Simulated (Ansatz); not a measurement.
# Meshes and cutoff for the phonons of CsH (Pm-3m), part 2 of 2

Aim: how dense must the meshes and how high the cutoff be for the phonons of CsH (Pm-3m)?

Ansatz 0.2.0; DFT LDA, scalar-relativistic, plane waves, PAW.

So far, highest frequency on the path or at a solved wavevector (cm⁻¹): 722 in steps 3, 4, 6 and 11. The relaxed cell has a = 3.639 Å (conventional setting).

### 13. Comparing the runs (continued)

The runs together, line C_V. The C_V, 6×6×6 = 8×8×8 = 12×12×12 by temperature:

| temperature (K) | C_V, 6×6×6 = 8×8×8 = 12×12×12 (J/mol-atom/K) |
| --- | --- |
| 0 | 0 |
| 50 | 9.56 |
| 100 | 12.1 |
| 150 | 14.3 |
| 200 | 16.6 |
| 250 | 18.5 |
| 300 | 19.9 |
| 350 | 20.9 |
| 400 | 21.7 |
| 450 | 22.3 |
| 500 | 22.7 |
| 550 | 23.1 |
| 600 | 23.4 |
| 650 | 23.6 |
| 700 | 23.8 |
| 750 | 23.9 |
| 800 | 24.0 |
| 850 | 24.1 |
| 900 | 24.2 |
| 950 | 24.3 |
| 1000 | 24.3 |

### 14. Another cutoff, cutoff 170 eV, q mesh 2×2×2

The cutoff is set to 170 eV on a small fixed q mesh.

The input, input.yaml:

```yaml
crystal:
  lattice:
    - [3.6385986822, 0.0, 0.0]
    - [0.0, 3.6385986822, 0.0]
    - [0.0, 0.0, 3.6385986822]
  atoms:
    - { symbol: Cs, position: [0.0, 0.0, 0.0] }
    - { symbol: H, position: [0.5, 0.5, 0.5] }
kpoints:
  mp_grid: { grid: [8, 8, 8] }
hamiltonian:
  xc: lda
scf:
  occupations: { method: fixed }
output:
  eigenvalues: true
phonons:
  method: dfpt
  qmesh: [2, 2, 2]
  temperatures: { t_max: 1000, t_step: 50 }
  qpath:
    path:
      - [[0.0, 0.0, 0.0], [0.0, 0.5, 0.0], [0.5, 0.5, 0.0], [0.0, 0.0, 0.0], [0.5, 0.5, 0.5], [0.0, 0.5, 0.0]]
      - [[0.5, 0.5, 0.5], [0.5, 0.5, 0.0]]
    npoints: 10
basis:
  ecutwfc: 170
```

Run with:

```bash
> ansatz run input.yaml --threads 4 --pin off --max-ram 7168MiB --backend cpu --events-out ev --progress --plain --runs-dir out
```

Wall time 6.2 s (4 threads of Intel Xeon 6975P-C (Granite Rapids), shared host); peak memory 0.53 GiB.

The run finished; it serves as a test, and its numbers are not taken as the result.

### 15. Another cutoff, cutoff 230 eV, q mesh 2×2×2

The cutoff is set to 230 eV on a small fixed q mesh.

Edit input.yaml of step 14 so:

```diff
@@ -26,2 +26,2 @@
 basis:
-  ecutwfc: 170
+  ecutwfc: 230
```

The job ended after 6.6 s (4 threads; peak memory 0.53 GiB; 20 s of CPU time).

The run finished; it serves as a test, and its numbers are not taken as the result.

### 16. Another cutoff, cutoff 290 eV, q mesh 2×2×2

The cutoff is set to 290 eV on a small fixed q mesh.

Edit input.yaml of step 15 so:

```diff
@@ -26,2 +26,2 @@
 basis:
-  ecutwfc: 230
+  ecutwfc: 290
```

Wall time 7.1 s (4 threads); peak memory 0.52 GiB; 22 s of CPU time.

The run finished; it serves as a test, and its numbers are not taken as the result.

### 17. Another cutoff, cutoff 360 eV, q mesh 2×2×2

The cutoff is set to 360 eV on a small fixed q mesh.

Edit input.yaml of step 16 so:

```diff
@@ -26,2 +26,2 @@
 basis:
-  ecutwfc: 290
+  ecutwfc: 360
```

The job ended after 8.2 s (4 threads; peak memory 0.53 GiB; 26 s of CPU time).

Frequencies (cm⁻¹) solved at each irreducible wavevector; negative means imaginary. Frequencies by wavevector, by row:

```csv
q in reciprocal lattice units,star,mode 1,mode 2,mode 3,mode 4,mode 5,mode 6
0 0 0,1,0,0,0,416.2,416.2,416.2
0 0 -0.5,3,31.9,31.9,96.5,497.7,497.7,722.4
0 -0.5 -0.5,3,28,86.3,86.3,404.3,493.1,493.1
-0.5 -0.5 -0.5,1,79.9,79.9,79.9,572.7,572.7,572.7
```

The highest optical mode at the zone centre (no LO-TO term) is 416.2 cm⁻¹, +0.1 cm⁻¹ against the base run.

### 18. Another cutoff, cutoff 550 eV, q mesh 2×2×2

The cutoff is set to 550 eV on a small fixed q mesh.

Edit input.yaml of step 17 so:

```diff
@@ -26,2 +26,2 @@
 basis:
-  ecutwfc: 360
+  ecutwfc: 550
```

The job ended after 14 s (4 threads; peak memory 0.64 GiB; 45 s of CPU time).

Frequencies (cm⁻¹) solved at each irreducible wavevector; negative means imaginary. Frequencies by wavevector, by row:

```
q in reciprocal lattice units  star  mode 1  mode 2  mode 3  mode 4  mode 5  mode 6
                        0 0 0     1       0       0       0   415.8   415.8   415.8
                     0 0 -0.5     3    31.9    31.9    96.5   497.3   497.3   722.2
                  0 -0.5 -0.5     3      28    86.4    86.4   403.9   492.9   492.9
               -0.5 -0.5 -0.5     1    79.9    79.9    79.9   572.4   572.4   572.4
```

The highest optical mode at the zone centre (no LO-TO term) is 415.8 cm⁻¹, -0.3 cm⁻¹ against the base run.

### 19. Summary of results

| Quantity | Value |
| --- | --- |
| mean frequency, q mesh 2×2×2 | 295 cm⁻¹ |
| mean frequency, q mesh 3×3×3 | 295 cm⁻¹ |
| mean frequency, q mesh 6×6×6 | 294 cm⁻¹ |
| highest optical mode at the zone centre (no LO-TO term), k-mesh 2×2×2 | -430 cm⁻¹ |
| highest optical mode at the zone centre (no LO-TO term), k-mesh 4×4×4 | 401 cm⁻¹ |
| highest optical mode at the zone centre (no LO-TO term), k-mesh 6×6×6 | 415 cm⁻¹ |
| highest optical mode at the zone centre (no LO-TO term), k-mesh 8×8×8 | 416 cm⁻¹ |
| highest optical mode at the zone centre (no LO-TO term), k-mesh 12×12×12 | 416 cm⁻¹ |
| highest optical mode at the zone centre (no LO-TO term), cutoff 170 eV | 434 cm⁻¹ |
| highest optical mode at the zone centre (no LO-TO term), cutoff 230 eV | 420 cm⁻¹ |
| highest optical mode at the zone centre (no LO-TO term), cutoff 290 eV | 416 cm⁻¹ |
| highest optical mode at the zone centre (no LO-TO term), cutoff 360 eV | 416 cm⁻¹ |
| highest optical mode at the zone centre (no LO-TO term), cutoff 550 eV | 416 cm⁻¹ |

In words: Over the whole q mesh series, coarse runs included, the mean frequency runs from 294.5 to 294.8 cm⁻¹; from 2×2×2 on it stays within 0.3 cm⁻¹ of the finest run (6×6×6), against a tolerance of 2.9. The k mesh changes along this series too, so part of the change is its. Over the whole k mesh series, coarse runs included, the lowest mode on the q mesh (acoustic modes at Γ apart) runs from -439.2 to 28.6 cm⁻¹; from 6×6×6 on all solved modes stay within 1.2 cm⁻¹ of the finest run (12×12×12), against a tolerance of 7.2. Over the whole cutoff series, coarse runs included, the lowest mode on the q mesh (acoustic modes at Γ apart) runs from 27.2 to 31.1 cm⁻¹; from 230 eV on all solved modes stay within 4.8 cm⁻¹ of the finest run (550 eV), against a tolerance of 7.2. All runs share the cell relaxed at the base settings, which is not exactly at rest under another k mesh or cutoff. Spin-orbit coupling is left out, which can matter for the heavy elements here. These are harmonic frequencies at zero temperature: anharmonic shifts, linewidths and thermal expansion are left out.

[Logs are printed without paths, hosts, clocks, repeated set-up lines and the standing remarks that a program may print on its own settings, such as how far it seeks lower states.]

[Hosts, paths, dates, database ids (printed as entryN), source tags and the programs' standing remarks are cut or masked in the printed files.]
